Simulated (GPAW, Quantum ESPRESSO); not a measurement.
**Core-hole calculation of the Y L₃ edge in YSe (Fm-3m)**

Aim: the Y L₃ edge of YSe (Fm-3m) by two routes, a Lanczos recursion (XSpectra) and a sum over empty bands (GPAW), to see which features are robust.

Calculated with Quantum ESPRESSO 7.5; core-hole supercells, plane-wave PAW LDA (first program; GPAW 26.7.0 follows as the second).

## 1. Set-up

It takes space group Fm-3m (No. 225, cubic). Conventional cell: a = 5.703 Å, b = 5.703 Å, c = 5.703 Å, α = 90.00°, β = 90.00°, γ = 90.00°. Nearest to Y lie 6 Se at 2.85 Å. Nearest to Se lie 6 Y at 2.85 Å. Farther neighbours and most contacts between anions are not listed.

## 2. Ground state of the crystal (Quantum ESPRESSO)

The ground state comes first: it tells whether the system has a gap, which decides how the excited electron is treated.

The PAW data sets are made with ld1.x, with reconstruction data.

scf.in reads:

```
&control
   calculation='scf', prefix='x', pseudo_dir='../pp', outdir='tmp', tprnfor=.true.
/
&system
   ibrav=0, nat=2, ntyp=2, nbnd=13
   ecutwfc=41, ecutrho=420
   occupations='smearing', smearing='mv', degauss=0.015
/
&electrons
   conv_thr=2.0e-08, electron_maxstep=120
   mixing_beta=0.5
/
ATOMIC_SPECIES
Y3 1.0 Y.lda-spn-kjpaw.UPF
Se 1.0 Se.lda-n-kjpaw.UPF
CELL_PARAMETERS angstrom
  0.00000000 2.85150000 2.85150000
  2.85150000 0.00000000 2.85150000
  2.85150000 2.85150000 0.00000000
ATOMIC_POSITIONS crystal
Y3   0.50000000 0.50000000 0.50000000
Se   0.00000000 0.00000000 0.00000000
K_POINTS automatic
8 8 8 0 0 0
```

On the command line:

```sh
> OMP_NUM_THREADS=1 mpirun --oversubscribe --bind-to none -np 4 pw.x -nk 4 -in scf.in > scf.out
```

Output:

```text
     [... banner and references ...]
using ibrav=0 with symmetry is DISCOURAGED, use correct ibrav instead

     G-vector sticks info
     --------------------

     Using Slab Decomposition

     bravais-lattice index     =            0
     lattice parameter (alat)  =       7.6206  a.u.
     unit-cell volume          =     312.9297 (a.u.)^3
     number of atoms/cell      =            2
     number of atomic types    =            2
     number of electrons       =        17.00
     number of Kohn-Sham states=           13
     kinetic-energy cutoff     =      41.0000  Ry
     charge density cutoff     =     420.0000  Ry
     scf convergence threshold =      2.0E-08
     mixing beta               =       0.5000
     number of iterations used =            8  plain     mixing
     Exchange-correlation= SLA  PZ   NOGX NOGC
                           (   1   1   0   0   0   0   0)

     celldm(1)=   7.620566  celldm(2)=   0.000000  celldm(3)=   0.000000
     celldm(4)=   0.000000  celldm(5)=   0.000000  celldm(6)=   0.000000

     crystal axes: (cart. coord. in units of alat)
               a(1) = (   0.000000   0.707107   0.707107 )
               a(2) = (   0.707107   0.000000   0.707107 )
               a(3) = (   0.707107   0.707107   0.000000 )

     reciprocal axes: (cart. coord. in units 2 pi/alat)
               b(1) = ( -0.707107  0.707107  0.707107 )
               b(2) = (  0.707107 -0.707107  0.707107 )
               b(3) = (  0.707107  0.707107 -0.707107 )

     ../pp/Y.lda-spn-kjpaw.UPF
     Pseudo is Projector augmented-wave + core cor, Zval = 11.0
     Shape of augmentation charge: PSQ
     Using radial grid of 1223 points,  6 beta functions with:
                l(1) =   0
                l(2) =   0
                l(3) =   1
                l(4) =   1
                l(5) =   2
                l(6) =   2
     Q(r) pseudized with 0 coefficients

     PseudoPot. #2 for Se:     Pseudo is Projector augmented-wave + core cor, Zval =  6.0

     atomic species   valence    mass     pseudopotential
     Y3               11.00     1.00000     Y ( 1.00)
     Se                6.00     1.00000     Se( 1.00)

     48 Sym. Ops., with inversion, found

   Cartesian axes

     site n.     atom                  positions (alat units)
         1        Y3     tau(   1) = (   0.7071068   0.7071068   0.7071068  )
         2        Se     tau(   2) = (   0.0000000   0.0000000   0.0000000  )

     number of k points=    29  Marzari-Vanderbilt smearing, width (Ry)=  0.0150
                       cart. coord. in units 2pi/alat
        k(    1) = (   0.0000000   0.0000000   0.0000000), wk =   0.0039062
        k(    2) = (   0.0883883   0.0883883  -0.0883883), wk =   0.0312500
        k(    3) = (   0.1767767   0.1767767  -0.1767767), wk =   0.0312500
        k(    4) = (   0.2651650   0.2651650  -0.2651650), wk =   0.0312500
        k(    5) = (  -0.3535534  -0.3535534   0.3535534), wk =   0.0156250
[...]
k(   27) = (   0.0000000  -0.3535534   0.5303301), wk =   0.0937500
        k(   28) = (  -0.7071068   0.1767767  -0.0000000), wk =   0.0468750
        k(   29) = (  -0.7071068   0.3535534   0.0000000), wk =   0.0234375

     Dense  grid:    45527 G-vectors     FFT dimensions: (  50,  50,  50)

     Smooth grid:    11017 G-vectors     FFT dimensions: (  32,  32,  32)

     Initial potential from superposition of free atoms

     starting charge      16.9965, renormalised to      17.0000
     Starting wfcs are   17 randomized atomic wfcs
     Checking if some PAW data can be deallocated...

     per-process dynamical memory:    39.6 Mb

     Self-consistent Calculation

     iteration #  1     ecut=    41.00 Ry     beta= 0.50
     Davidson diagonalization with overlap
     ethr =  1.00E-02,  avg # of iterations =  2.4

     Threshold (ethr) on eigenvalues was too large:
     Diagonalizing with lowered threshold

[...]
iteration #  7     ecut=    41.00 Ry     beta= 0.50
     Davidson diagonalization with overlap
     ethr =  5.14E-09,  avg # of iterations =  1.0

     total energy              =    -458.07799975 Ry
     estimated scf accuracy    <       0.00000031 Ry

     iteration #  8     ecut=    41.00 Ry     beta= 0.50
     Davidson diagonalization with overlap
     ethr =  1.84E-09,  avg # of iterations =  2.1

     End of self-consistent calculation

          k = 0.0000 0.0000 0.0000 (  1411 PWs)   bands (ev):

   -31.7958 -11.8061 -11.8061 -11.8061  -3.5693   8.6896   8.6896   8.6896
    11.4095  11.4095  11.4095  12.2076  12.2076

          k = 0.0884 0.0884-0.0884 (  1399 PWs)   bands (ev):

   -31.7931 -11.8547 -11.8092 -11.8092  -3.4218   7.7414   8.2305   8.2305
    11.5676  11.6951  11.6951  12.9271  12.9271

          k = 0.1768 0.1768-0.1768 (  1378 PWs)   bands (ev):

   -31.7867 -11.9683 -11.8165 -11.8165  -3.0492   6.2774   7.4855   7.4855
    11.8580  12.3998  12.3998  14.5234  14.5234

          k = 0.2652 0.2652-0.2652 (  1392 PWs)   bands (ev):

   -31.7803 -12.0768 -11.8239 -11.8239  -2.6440   5.1745   6.9545   6.9545
    12.5375  13.3697  13.3697  15.1295  16.2736

          k =-0.3536-0.3536 0.3536 (  1380 PWs)   bands (ev):

   -31.7776 -12.1205 -11.8269 -11.8269  -2.4627   4.7607   6.7683   6.7683
    13.4238  13.9806  13.9806  14.0693  17.6349

          k = 0.1768 0.0000 0.0000 (  1399 PWs)   bands (ev):

[...]
k = 0.2652 0.0884-0.0884 (  1382 PWs)   bands (ev):

[...]
k = 0.3536 0.1768-0.1768 (  1397 PWs)   bands (ev):

[...]
k =-0.2652-0.4419 0.4419 (  1393 PWs)   bands (ev):

[...]
k =-0.1768-0.3536 0.3536 (  1395 PWs)   bands (ev):

[...]
k =-0.0884-0.2652 0.2652 (  1382 PWs)   bands (ev):

[...]
k = 0.0000-0.1768 0.1768 (  1376 PWs)   bands (ev):

[...]
k = 0.3536 0.0000 0.0000 (  1387 PWs)   bands (ev):

[...]
k = 0.4419 0.0884-0.0884 (  1387 PWs)   bands (ev):

[...]
k =-0.1768-0.5303 0.5303 (  1383 PWs)   bands (ev):

[...]
k = 0.0000-0.3536 0.3536 (  1388 PWs)   bands (ev):

[...]
k = 0.5303-0.0000 0.0000 (  1379 PWs)   bands (ev):

[...]
k = 0.0000-0.5303 0.5303 (  1392 PWs)   bands (ev):

[...]
k =-0.7071 0.0000 0.0000 (  1362 PWs)   bands (ev):

[...]
k = 0.3536 0.1768 0.0000 (  1385 PWs)   bands (ev):

[...]
k =-0.1768-0.3536 0.5303 (  1382 PWs)   bands (ev):

[...]
k =-0.1768-0.5303 0.7071 (  1377 PWs)   bands (ev):

[...]
k =-0.0884-0.4419 0.6187 (  1390 PWs)   bands (ev):

[...]
k = 0.0000-0.3536 0.5303 (  1389 PWs)   bands (ev):

   -31.7735 -12.0095 -11.9449 -11.8648  -2.6837   5.7739   6.6919   6.8949
    12.6257  12.7556  14.0632  14.4973  15.5826

          k =-0.7071 0.1768-0.0000 (  1390 PWs)   bands (ev):

   -31.7719 -12.0081 -11.9139 -11.9054  -2.8592   6.3116   7.0751   7.2259
    10.5487  13.7231  14.2581  14.8131  14.8741

          k =-0.7071 0.3536 0.0000 (  1384 PWs)   bands (ev):

   -31.7718 -11.9611 -11.9611 -11.9163  -2.7478   6.4832   6.6140   6.6140
    12.4950  12.4950  13.9617  14.6027  14.8801

     the Fermi energy is    11.6638 ev

!    total energy              =    -458.07799983 Ry
     total all-electron energy =    -11617.307747 Ry
     estimated scf accuracy    <          4.6E-11 Ry
     smearing contrib. (-TS)   =      -0.00068893 Ry
     internal energy E=F+TS    =    -458.07731090 Ry

     The total energy is F=E-TS. E is the sum of the following terms:
     one-electron contribution =     -10.90726845 Ry
     hartree contribution      =      13.82507088 Ry
     xc contribution           =     -24.45706738 Ry
     ewald contribution        =     -80.13913188 Ry
     one-center paw contrib.   =    -356.39891407 Ry

     convergence has been achieved in   8 iterations

     Forces acting on atoms (cartesian axes, Ry/au):

     atom    1 type  1   force =     0.00000000   -0.00000000    0.00000000
     atom    2 type  2   force =     0.00000000    0.00000000   -0.00000000

     Total force =     0.000000     Total SCF correction =     0.000000

     XML data file, charge density, pseudopotentials, collected wavefunctions

=------------------------------------------------------------------------------=
   JOB DONE.
=------------------------------------------------------------------------------=
```

It took 3 s on 4 MPI ranks of Arm Neoverse V2, shared host; peak memory 0.1 GiB; 12 s of CPU time.

Absorbing atoms carry a label of their own (element plus a letter or digit), as the spectrum program needs them as separate species.

The mesh shows no gap, so the system is treated as a metal and the core electron is put at the Fermi level (neutral cell).

## 3. Spectrum without a core hole, Y atom 1 (Quantum ESPRESSO)

This cheap baseline ignores the attraction of the hole: it shows the absorber's empty states as they are in the ground state.

The absorber has 6 Se at 2.85 Å (octahedral, site symmetry m-3m).

xspectra.in reads:

```
&input_xspectra
   calculation='xanes_dipole', edge='L3'
   prefix='x', outdir='tmp', xiabs=1, xe0=11.6638
   xonly_plot=.false., x_save_file='xanes.sav'
   xniter=3000, xcheck_conv=20, xerror=0.005
   xcoordcrys=.false., xepsilon(1)=1, xepsilon(2)=0, xepsilon(3)=0
/
&plot
   xnepoint=413, xemin=-10, xemax=45, terminator=.true., cut_occ_states=.true.
   xgamma=0.4
/
&pseudos
   filecore='../Y.wfc'
/
&cut_occ
   cut_desmooth=0.1, cut_stepl=0.05, cut_stepu=0.05, cut_ierror=1e-5
/
7 7 7 0 0 0
```

On the command line:

```sh
> OMP_NUM_THREADS=1 mpirun --oversubscribe --bind-to none -np 4 xspectra.x -nk 4 -in xspectra.in > xspectra.out
```

Output:

```text
     [... banner and references ...]
Reading input_file

     calculation: xanes_dipole

     xepsilon  [cartesian coordinates]:   1.000000   0.000000   0.000000

     xonly_plot: FALSE
        => complete calculation: Lanczos + spectrum plot

     filecore (core-wavefunction file): ../Y.wfc

     main plot parameters:
        cut_occ_states: TRUE
        gamma_mode:  constant
        -> using xgamma [eV]:  0.40
        xemin [eV]: -10.00
        xemax [eV]:  45.00
        xnepoint:  413
        xe0 [eV]:  11.663800 (energy zero read in input file)

[...]
Results of STEP 1 successfully written in x_save_file
     x_save_file name:
     ->  xanes.sav
     x_save_file version:  2

     ... End STEP 1 ...

     ... Begin STEP 2 ...

     The spectrum is calculated using the following parameters:
        xe0 [eV]:   11.6638
        the occupied states are elimintate from the spectrum
        xemin [eV]: -10.00
        xemax [eV]:  45.00
        xnepoint:  413
        constant broadening parameter [eV]:    0.400
        Core level energy [eV]:  -2080.
         (from electron binding energy of neutral atoms in X-ray data booklet)

     Cross-section successfully written in xanes.dat

     ... End STEP 2 ...

                                END JOB XSpectra
```

Elapsed: 31 s, on 4 MPI ranks; peak memory 0.09 GiB.

The core hole lives too briefly for so narrow a line (tabulated full width 1.5 eV). The run keeps xgamma small, and the tables are broadened afterwards: Lorentzian half width 0.75 eV up to 4 eV, rising linearly to 1.75 eV at 25 eV (not a setting of the program: the run's 0.4 eV curve was folded afterwards with a further Lorentzian).

The Y L₃ spectrum, Y atom 1, no core hole (energy from the energy zero of the input (xe0, at the border of filled and empty states); intensity scaled to a mean of 1 over the first 20 eV; folded afterwards to Lorentzian half width 0.75 eV up to 4 eV, rising linearly to 1.75 eV at 25 eV; the points at xe0, where the cut of filled states can leave a spike, are interpolated):

| E (eV) | intensity |
| --- | --- |
| -2.00 | 0.18 |
| -1.25 | 0.27 |
| -0.50 | 0.48 |
| 0.25 | 0.91 |
| 1.00 | 1.43 |
| 1.75 | 2.11 |
| 2.50 | 2.61 |
| 3.25 | 2.33 |
| 4.00 | 1.52 |
| 4.75 | 1.10 |
| 5.50 | 1.02 |
| 6.25 | 0.99 |
| 7.00 | 1.07 |
| 7.75 | 1.04 |
| 8.50 | 0.91 |
| 9.25 | 0.75 |
| 10.00 | 0.69 |
| 10.75 | 0.74 |
| 11.50 | 0.70 |
| 12.25 | 0.63 |
| 13.00 | 0.58 |
| 13.75 | 0.59 |
| 14.50 | 0.64 |
| 15.25 | 0.70 |
| 16.00 | 0.73 |
| 16.75 | 0.70 |
| 17.50 | 0.66 |
| 18.25 | 0.61 |
| 19.00 | 0.57 |
| 19.75 | 0.56 |
| 20.50 | 0.55 |
| 21.25 | 0.55 |
| 22.00 | 0.55 |
| 22.75 | 0.56 |
| 23.50 | 0.59 |
| 24.25 | 0.61 |
| 25.00 | 0.63 |
| 25.75 | 0.66 |
| 26.50 | 0.67 |
| 27.25 | 0.67 |
| 28.00 | 0.64 |
| 28.75 | 0.60 |
| 29.50 | 0.58 |
| 30.25 | 0.57 |
| 31.00 | 0.54 |
| 31.75 | 0.50 |

Main maxima below 30 eV (height): 2.5 eV (2.61), 7.2 eV (1.08), 10.8 eV (0.74), 16.0 eV (0.73) and 26.7 eV (0.68). At an L edge the dipole rule selects empty d (and weakly s) states on the absorber, and the strong line at the onset measures the empty part of its d band.

## 4. Supercell without a hole, the energy reference (Quantum ESPRESSO)

The photon energy needs a difference of total energies, so the cell and mesh of the coming hole run are first run without a hole.

scf.in reads:

```
&control
   calculation='scf', prefix='x', pseudo_dir='../pp', outdir='tmp', tprnfor=.true.
/
&system
   ibrav=0, nat=8, ntyp=2, nbnd=42
   ecutwfc=41, ecutrho=420
   occupations='smearing', smearing='mv', degauss=0.015
/
&electrons
   conv_thr=8.0e-08, electron_maxstep=120
   mixing_beta=0.5
/
ATOMIC_SPECIES
Y 1.0 Y.lda-spn-kjpaw.UPF
Se 1.0 Se.lda-n-kjpaw.UPF
CELL_PARAMETERS angstrom
  0.00000000 -5.70300000 0.00000000
  -5.70300000 0.00000000 0.00000000
  0.00000000 0.00000000 -5.70300000
ATOMIC_POSITIONS crystal
Y    0.50000000 0.50000000 0.50000000
Y    0.00000000 0.50000000 0.00000000
Y    0.50000000 0.00000000 0.00000000
Y    0.00000000 0.00000000 0.50000000
Se   0.00000000 0.00000000 0.00000000
Se   0.50000000 0.00000000 0.50000000
Se   0.00000000 0.50000000 0.50000000
Se   0.50000000 0.50000000 0.00000000
K_POINTS automatic
5 5 5 0 0 0
```

On the command line:

```sh
> OMP_NUM_THREADS=1 mpirun --oversubscribe --bind-to none -np 4 pw.x -nk 4 -in scf.in > scf.out
```

Output:

```text
     [... banner and references ...]
[banner, memory and clock lines left out]
Found identity + (  0.5000  0.0000  0.5000) symmetry
     This is a supercell, fractional translations are disabled
     using ibrav=0 with symmetry is DISCOURAGED, use correct ibrav instead

     G-vector sticks info

     bravais-lattice index     =            0
     lattice parameter (alat)  =      10.7771  a.u.
     unit-cell volume          =    1251.7186 (a.u.)^3
[...]
atom    1 type  1   force =    -0.00000000   -0.00000000   -0.00000000
     atom    2 type  1   force =    -0.00000000   -0.00000000   -0.00000000
     atom    3 type  1   force =    -0.00000000   -0.00000000   -0.00000000
[...]
atom    7 type  2   force =    -0.00000000   -0.00000000   -0.00000000
     atom    8 type  2   force =    -0.00000000   -0.00000000   -0.00000000

     Total force =     0.000000     Total SCF correction =     0.000000

     XML data file, charge density, pseudopotentials, collected wavefunctions
[key lines of the parts left out:]
!    total energy              =   -1832.30979567 Ry
the Fermi energy is    11.7847 ev
convergence has been achieved in   8 iterations
```

The job ended after 15 s (4 MPI ranks; peak memory 0.29 GiB; 60 s of CPU time).

Reference energy: -632246.066 eV with the cores included.

## 5. The atom with a core hole (Quantum ESPRESSO)

The final state has one core electron fewer, so a PAW data set is made for an atom with that hole.

Y.lda-spn-kjpaw-2pch.ld1.in reads:

```
&input
   title='Y', zed=39., rel=1, iswitch=3, dft='PZ',
   config='1s2 2s2 2p5 3s2 3p6 3d10 4s2 4p6 5s2 5p0 4d2'
/
&inputp
   file_pseudopw='Y.lda-spn-kjpaw-2pch.UPF', author='',
   lpaw=.true.,
   pseudotype=3,
   lloc=-1,
   rcloc=1.6,
   which_augfun='PSQ',
   rmatch_augfun_nc=.true.,
   nlcc=.true.,
   new_core_ps=.true.,
   rcore=1.2,
   tm=.true.,
   zval=12,
   lgipaw_reconstruction=.true., use_paw_as_gipaw=.true.
/
6
4S  1  0  2.00  0.00  1.08  1.40  0.0
5S  2  0  2.00  0.00  1.08  1.40  0.0
4P  2  1  6.00  0.00  1.17  1.60  0.0
5P  3  1  0.00  0.00  1.17  1.60  0.0
4D  3  2  2.00  0.00  1.08  1.80  0.0
4D  3  2  0.00  0.50  1.08  1.80  0.0
```

On the command line:

```sh
> ld1.x < Y.lda-spn-kjpaw-2pch.ld1.in > Y.lda-spn-kjpaw-2pch.ld1.out
```

Output:

```text
     [... banner and references ...]
PAW data will be used for GIPAW calculation
     --------------------------- All-electron run ----------------------------

     Y
     scalar relativistic calculation

     atomic number is 39.00
     dft =PZ   lsd =0 sic =0 latt =0  beta=0.20 tr2=1.0E-14
     Exchange-correlation= PZ
                           (   1   1   0   0   0   0   0)
     mesh =1223 r(mesh) = 100.62879 a.u. xmin = -7.00 dx = 0.01250
     1 Ry =  13.60569312 eV, c = 137.03599908

     n l     nl                  e(Ry)          e(Ha)          e(eV)
     1 0     1S 1( 2.00)     -1248.0825      -624.0413    -16981.0280
     2 0     2S 1( 2.00)      -175.5215       -87.7608     -2388.0921
     2 1     2P 1( 5.00)      -157.7862       -78.8931     -2146.7910
[...]
3 2     3D 1(10.00)       -13.0458        -6.5229      -177.4968
[...]
final scf error:  1.8E-16 reached in  37 iterations

     Etot =   -6608.643054 Ry,   -3304.321527 Ha,  -89915.169351 eV

     Ekin =    6785.697014 Ry,    3392.848507 Ha,   92324.111201 eV
     Encl =  -15880.167733 Ry,   -7940.083866 Ha, -216060.688915 eV
     Eh   =    2689.659456 Ry,    1344.829728 Ha,   36594.681159 eV
     Exc  =    -203.831791 Ry,    -101.915895 Ha,   -2773.272796 eV

     normalization and overlap integrals

     s(1S/1S) =  1.000000  <r> =   0.0381  <r2> =    0.0020  r(max) =   0.0247
     s(1S/2S) = -0.007730
     s(1S/3S) = -0.003100
     s(1S/4S) = -0.001233
[...]
s(2S/2S) =  1.000000  <r> =   0.1663  <r2> =    0.0326  r(max) =   0.1404
[...]
s(2P/2P) =  1.000000  <r> =   0.1444  <r2> =    0.0255  r(max) =   0.1121
     s(2P/3P) = -0.001534
     s(2P/4P) = -0.000532
     s(2P/5P) = -0.000128
[...]
Encl =  -15880.167733 Ry,   -7940.083866 Ha, -216060.688915 eV
     Eh   =    2689.659456 Ry,    1344.829728 Ha,   36594.681159 eV
     Exc  =    -203.831791 Ry,    -101.915895 Ha,   -2773.272796 eV

     normalization and overlap integrals

[...]
s(3S/5S) = -0.000138
[...]
s(3P/5P) = -0.000088
     s(3D/3D) =  1.000000  <r> =   0.4522  <r2> =    0.2472  r(max) =   0.3452
     s(3D/4D) = -0.000185
     s(4S/4S) =  1.000000  <r> =   1.2279  <r2> =    1.7121  r(max) =   1.0903
     s(4S/5S) = -0.000075
     s(4P/4P) =  1.000000  <r> =   1.3796  <r2> =    2.1884  r(max) =   1.1900
     s(4P/5P) = -0.000046
     s(5S/5S) =  1.000000  <r> =   3.7456  <r2> =   16.0243  r(max) =   3.1548
     s(5P/5P) =  1.000000  <r> =   5.0986  <r2> =   30.1360  r(max) =   4.1534
     s(4D/4D) =  1.000000  <r> =   2.2513  <r2> =    6.3292  r(max) =   1.5864

     ------------------------ End of All-electron run ------------------------

     ---------------------- Testing the pseudopotential ----------------------

     Y
     scalar relativistic calculation

     atomic number is 39.00   valence charge is 12.00
     dft = SLA  PZ   NOGX NOGC   lsd =0 sic =0 latt =0  beta=0.20 tr2=1.0E-14
     mesh =1223 r(mesh) = 100.62879 xmin = -7.00 dx = 0.01250

     n l     nl             e AE (Ry)        e PS (Ry)    De AE-PS (Ry)
[...]
3 1     5P   1( 0.00)       -0.11376       -0.11375       -0.00000
     3 2     4D   1( 2.00)       -0.29411       -0.29410       -0.00001

     eps = 1.1E-16  iter =  6

     Etot =   -6608.643054 Ry,   -3304.321527 Ha,  -89915.169351 eV
     Etotps =  -282.145005 Ry,    -141.072502 Ha,   -3838.778348 eV

     Ekin =     136.506926 Ry,      68.253463 Ha,    1857.271349 eV
     Encl =    -288.438366 Ry,    -144.219183 Ha,   -3924.403896 eV
     Ehrt =      73.618399 Ry,      36.809199 Ha,    1001.629343 eV
     Ecxc =    -203.831964 Ry,    -101.915982 Ha,   -2773.275144 eV
     (Ecc =      -4.782890 Ry,      -2.391445 Ha,     -65.074540 eV)

     ---------------------- End of pseudopotential test ----------------------
```

Run time: 0.78 s. Hardware: 1 MPI rank; peak memory 0.13 GiB.

(Continued in part 2 of 4.)

[Banner, clock and machine lines of the logs are left out without a mark of their own.]

[Logs are printed without paths, hosts, clocks, repeated set-up lines and the standing remarks that a program may print on its own settings, such as how far it seeks lower states.]

[Hosts, paths, dates, database ids (printed as entryN), source tags and the programs' standing remarks are cut or masked in the printed files.]

[Lists of maxima count a maximum above −3 eV only where it reaches 4 % of the highest in the window and stands out from its surroundings by 2 % of it (1.5 % where it reaches 55 %); shoulders and weaker maxima are passed over, and of the rest the first, up to two pre-edge ones and the few strongest are named.]
